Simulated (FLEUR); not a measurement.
# Collinear magnetic orders of MnS with FLEUR, part 3 of 3

Wanted: the moments of MnS and the energy of each order that was tried.

FLEUR MaX-R8.1; PBEsol with U = 4 eV on Mn d; all-electron FLAPW, Dirac cores, scalar-relativistic bands.

So far, largest spin moment in the muffin-tin sphere (μB): step 2 (run 1 (ferro ++)) 4.70; step 3 (antiferromagnetic, start moments [4.5, -4.5, 0.0, 0.0] μB) 4.60.

## Step 5: Spin–orbit coupling, moments along [001]

Level of this step: PBEsol with U = 4 eV on Mn d; all-electron FLAPW, Dirac cores, scalar-relativistic bands with spin-orbit coupling (FLEUR).

Spin–orbit coupling ties the spins to the lattice and lets orbital moments form.

A new self-consistent run of the start antiferro +-, with the moments along z.

Input file inp.xml:

```
<?xml version="1.0" encoding="UTF-8" standalone="no"?>
<fleurInput fleurInputVersion="0.39">
   <comment>
      MnS
   </comment>
   <calculationSetup>
      <cutoffs Kmax="4.36" Gmax="13.1" GmaxXC="13.1" numbands="122"/>
      <scfLoop itmax="130" minDistance="0.0001" maxIterBroyd="15" imix="Anderson" alpha="0.05" precondParam="0.0" spinf="2.0" sdNocoIR="T"/>
      <coreElectrons ctail="T" frcor="F" kcrel="1" coretail_lmax="0"/>
      <xcFunctional name="PBEs" relativisticCorrections="F"/>
      <magnetism jspins="2"/>
      <soc l_soc="T" theta="0.0" phi="0.0" spav="F"/>
      <expertModes spex="0" secvar="F"/>
      <geometryOptimization l_f="F" forcealpha="1.0" forcemix="BFGS" epsdisp="0.00001" epsforce="0.00001"/>
      <ldaU l_linMix="F" mixParam="0.05" spinf="1.0"/>
   </calculationSetup>
   <cell>
      <bzIntegration valenceElectrons="42.0" mode="hist" fermiSmearingEnergy="0.00183747">
         <kPointListSelection listName="default-1"/>
         <xi:include xmlns:xi="http://www.w3.org/2001/XInclude" href="kpts.xml"> </xi:include>
      </bzIntegration>
      <xi:include xmlns:xi="http://www.w3.org/2001/XInclude" href="sym.xml"> </xi:include>
      <bulkLattice scale="1.0">
         <bravaisMatrix>
            <row-1>    7.4711775975757000     0.0000000000377945     0.0000000000000000</row-1>
            <row-2>   -3.7355887988256447     6.4702295956598190     0.0000000000000000</row-2>
            <row-3>    0.0000000000000000     0.0000000000000000    11.9856424827714552</row-3>
         </bravaisMatrix>
      </bulkLattice>
   </cell>
   <atomSpecies>
      <species name="Manganese 4.500" element="Mn" atomicNumber="25">
         <mtSphere radius="2.64" gridPoints="873" logIncrement="0.014"/>
         <atomicCutoffs lmax="10" lnonsphr="8"/>
         <electronConfig flipSpins="F">
            <coreConfig>(1s1/2) (2s1/2) (2p1/2) (2p3/2)</coreConfig>
            <valenceConfig>(3s1/2) (3p1/2) (3p3/2) (4s1/2) (3d3/2) (3d5/2)</valenceConfig>
            <stateOccupation state="(3d3/2)" spinUp="1.75" spinDown="0.25"/>
            <stateOccupation state="(3d5/2)" spinUp="3.0" spinDown="0.0"/>
         </electronConfig>
         <energyParameters s="4" p="4" d="3" f="4"/>
         <ldaU l="2" U="4.0" J="0.0" l_amf="F"/>
         <lo type="SCLO" l="0" n="3" eDeriv="0"/>
         <lo type="SCLO" l="1" n="3" eDeriv="0"/>
      </species>
      <species name="Manganese -4.500" element="Mn" atomicNumber="25">
         <mtSphere radius="2.64" gridPoints="873" logIncrement="0.014"/>
         <atomicCutoffs lmax="10" lnonsphr="8"/>
         <electronConfig flipSpins="F">
            <coreConfig>(1s1/2) (2s1/2) (2p1/2) (2p3/2)</coreConfig>
            <valenceConfig>(3s1/2) (3p1/2) (3p3/2) (4s1/2) (3d3/2) (3d5/2)</valenceConfig>
            <stateOccupation state="(3d3/2)" spinUp="0.25" spinDown="1.75"/>
            <stateOccupation state="(3d5/2)" spinUp="0.0" spinDown="3.0"/>
         </electronConfig>
         <energyParameters s="4" p="4" d="3" f="4"/>
         <ldaU l="2" U="4.0" J="0.0" l_amf="F"/>
         <lo type="SCLO" l="0" n="3" eDeriv="0"/>
         <lo type="SCLO" l="1" n="3" eDeriv="0"/>
      </species>
      <species name="Sulfur (S)" element="S" atomicNumber="16">
         <mtSphere radius="1.72" gridPoints="569" logIncrement="0.02"/>
         <atomicCutoffs lmax="6" lnonsphr="4"/>
         <electronConfig flipSpins="F">
            <coreConfig>(1s1/2) (2s1/2) (2p1/2) (2p3/2)</coreConfig>
            <valenceConfig>(3s1/2) (3p1/2) (3p3/2)</valenceConfig>
            <stateOccupation state="(3p1/2)" spinUp="0.666667" spinDown="0.666667"/>
            <stateOccupation state="(3p3/2)" spinUp="1.333333" spinDown="1.333333"/>
         </electronConfig>
         <energyParameters s="3" p="3" d="3" f="4"/>
      </species>
   </atomSpecies>
   <atomGroups>
      <atomGroup species="Manganese 4.500">
         <relPos label="                   1">1.000/3.000 -1.000/3.000 -.0011553300</relPos>
         <force calculate="T" relaxXYZ="TTT"/>
      </atomGroup>
      <atomGroup species="Manganese -4.500">
         <relPos label="                   2">-1.000/3.000 1.000/3.000 .4988614400</relPos>
         <force calculate="T" relaxXYZ="TTT"/>
      </atomGroup>
      <atomGroup species="Sulfur (S)">
         <relPos label="                   3">-1.000/3.000 1.000/3.000 .1261543000</relPos>
         <force calculate="T" relaxXYZ="TTT"/>
      </atomGroup>
      <atomGroup species="Sulfur (S)">
         <relPos label="                   4">1.000/3.000 -1.000/3.000 -.3738594000</relPos>
         <force calculate="T" relaxXYZ="TTT"/>
      </atomGroup>
   </atomGroups>
   <output dos="F" band="F" slice="F">
      <bandDOS minEnergy="-.5*Htr" maxEnergy="0.5*Htr" sigma="0.015" storeEVData="T"/>
      <plotting iplot="0" polar="F">
         <plot TwoD="T" vec1="  1.0  0.0  0.0" vec2="  0.0  1.0  0.0" vec3="  0.0  0.0  1.0" zero="  0.0  0.0  0.0" file="plot"/>
      </plotting>
      <moessbauerParams electricFieldGradient="F" isomerShift="T" coreHyperfine="T" valenceHyperfine="T"/>
   </output>
</fleurInput>
```

Input file crystal.txt:

```
MnS
&input film=F cartesian=F /
3.95357692330  0.00000000002  0.00000000000
-1.97678846167  3.42389805138  0.00000000000
0.00000000000  0.00000000000  6.34252886000
1.8897261246
1.0 1.0 1.0

4
25 0.33333333333  0.66666666667  0.99884467000 : 4.500
25 0.66666666667  0.33333333333  0.49886144000 : -4.500
16 0.66666666667  0.33333333333  0.12615430000
16 0.33333333333  0.66666666667  0.62614060000

&soc 0.0000000 0.0000000 /
&kpt div1=6 div2=6 div3=6 gamma=T /
```

The run is started by

```bash
$ OMP_NUM_THREADS=1 inpgen -f crystal.txt > inpgen.log  # inp.xml is then edited as shown
$ OMP_NUM_THREADS=1 mpirun -n 4 fleur_MPI > fleur.log
```

Log:

```text
[banner, memory and clock lines left out]
Welcome to FLEUR        (www.flapw.de)
      MaX-Release 8.1          (www.max-centre.eu)

 ========== k-point set info ==========
 Selected k-point list: default-1
 k-point list type: mesh
 6 x 6 x 6
 Number of k points: 84

 [... set-up left out ...]
 no density matrix found ... skipping LDA+U
 [... lines of the core solver left out ...]
 Reset of history
 Iteration:     1   Distance:       8.55577457 me/bohr^3
 [... lines of the core solver left out ...]
 Iteration:     2   Distance:       8.27952893 me/bohr^3
 [... lines of the core solver left out ...]
 Iteration:     3   Distance:       7.63708905 me/bohr^3
 [... lines of the core solver left out ...]
[... rest left out ...]

--- out.xml (last complete iteration) ---
<iteration numberForCurrentRun="   19" overallNumber="   19">
         [... left out ...]
         <bandgap value="2.3171529366" units="eV"/>
         <sumValenceSingleParticleEnergies value="-30.0901381763" units="Htr"/>
         <FermiEnergy value="0.1620554170" units="Htr"/>
         [... left out ...]
         <magneticMomentsInMTSpheres units="muBohr">
            <globalMagMoment atomType="1" vec="0.00000   0.00000   4.60245"/>
            <globalMagMoment atomType="2" vec="0.00000   0.00000  -4.60243"/>
            <globalMagMoment atomType="3" vec="0.00000   0.00000   0.01434"/>
            <globalMagMoment atomType="4" vec="0.00000   0.00000  -0.01435"/>
         </magneticMomentsInMTSpheres>
         <orbitalMomentsInMTSpheres units="muBohr">
            <globalMagMoment atomType="1" vec="0.00000   0.00000   0.00060"/>
            <globalMagMoment atomType="2" vec="0.00000   0.00000  -0.00060"/>
            <globalMagMoment atomType="3" vec="0.00000   0.00000   0.00019"/>
            <globalMagMoment atomType="4" vec="0.00000   0.00000  -0.00019"/>
         </orbitalMomentsInMTSpheres>
         [... left out ...]
         <totalEnergy value="    -3112.2175810097" units="Htr">
            <sumOfEigenvalues value="    -1796.7431891530">
               <coreElectrons value="-1766.6530509768"/>
               <valenceElectrons value="-30.0901381763"/>
            </sumOfEigenvalues>
         [... left out ...]
            <freeEnergy value="-3112.2175810097"/>
            <extrapolationTo0K value="-3112.2175810097"/>
         </totalEnergy>
         [... left out ...]
         <ldaUDensityMatrixConvergence>
            <distance spin="1" distance="0.000002"/>
            <distance spin="2" distance="0.000002"/>
         </ldaUDensityMatrixConvergence>
         <densityConvergence units="me/bohr^3">
            <chargeDensity spin="1" distance="0.0000502040"/>
            <chargeDensity spin="2" distance="0.0000463944"/>
            <overallChargeDensity distance="0.0000553880"/>
            <spinDensity distance="0.0000792334"/>
         </densityConvergence>
      </iteration>
```

It took 6.5 min on 4 MPI ranks of Intel Xeon 6975P-C (Granite Rapids), shared host; peak memory 1.1 GiB; 26 min of CPU time.

Spin moment in the muffin-tin sphere by atom:

| atom | spin moment in the muffin-tin sphere (μB) |
| --- | --- |
| Mn1 | 4.60 |
| Mn2 | -4.60 |
| S3 | 0.01 |
| S4 | -0.01 |

Numbers from this step:

```
free energy                                                       : -84687.7547 eV
program's band gap on this mesh (in a metal only a level spacing) : 2.317 eV
magnetization                                                     : 0 μB
final state                                                       : antiferromagnetic
orbital moment along the spin                                     : 0 μB
```

Orbital moment in the sphere, along the spin axis by atom:

| atom | orbital moment in the sphere, along the spin axis (μB) |
| --- | --- |
| Mn1 | 0.0006 |
| Mn2 | -0.0006 |
| S3 | 0.0002 |
| S4 | -0.0002 |

Fields along z, the direction of positive moments; semicore shells count as valence. Hyperfine fields at the nuclei:

| atom | core contact (T) | valence contact (T) | dipolar (T) | orbital (T) | sum (T) | density at the nucleus (e/bohr³) |
| --- | --- | --- | --- | --- | --- | --- |
| Mn1 | -95.3 | 73.45 | -0.2892 | -0.2789 | -22.42 | 13181 |
| Mn2 | 95.3 | -73.45 | 0.2892 | 0.2789 | 22.42 | 13181 |
| S3 | -0.06897 | 2.695 | 1.462 | 0.04974 | 4.138 | 2941 |
| S4 | 0.069 | -2.696 | -1.463 | -0.04975 | -4.14 | 2941 |

## Step 6: Results

```json
{
 "lowest state found": "antiferromagnetic (typed antiferro +-)",
 "largest site spin moment": "4.60 μB",
 "next finished state": "ferromagnetic, 71.7 meV a seeded atom higher",
 "hyperfine field at Mn1, along its moment": "-22.4 T",
 "orbital moment on the atom of largest spin, along its spin (spin–orbit run)": "6.0e-4 μB"
}
```

The lowest state found is antiferromagnetic, reached from the start antiferro +-, with moments up to 4.60 μB. The next finished state costs 72 meV a seeded atom. At Mn1 the core shells give -95.3 T and the valence and semicore s states 73.5 T along the moment, -4.75 T per μB together; orbital and dipolar parts add -0.57 T. Semilocal functionals tend to give too weak a core polarisation. The shell is near half filling, where Hund's rules give no orbital moment. Only 2 starts were tried; other patterns of signs, canted and longer-period orders were not.

[Logs and program files are shortened in this print: banners, set-up blocks, solver, clock and traceback lines can be left out without a mark of their own.]

[Logs are printed without paths, hosts, clocks, repeated set-up lines and the standing remarks that a program may print on its own settings, such as how far it seeks lower states.]

[Hosts, paths, dates, database ids (printed as entryN), source tags and the programs' standing remarks are cut or masked in the printed files.]

[Where a cell is said to come from a database of computed structures, the database is the Materials Project.]
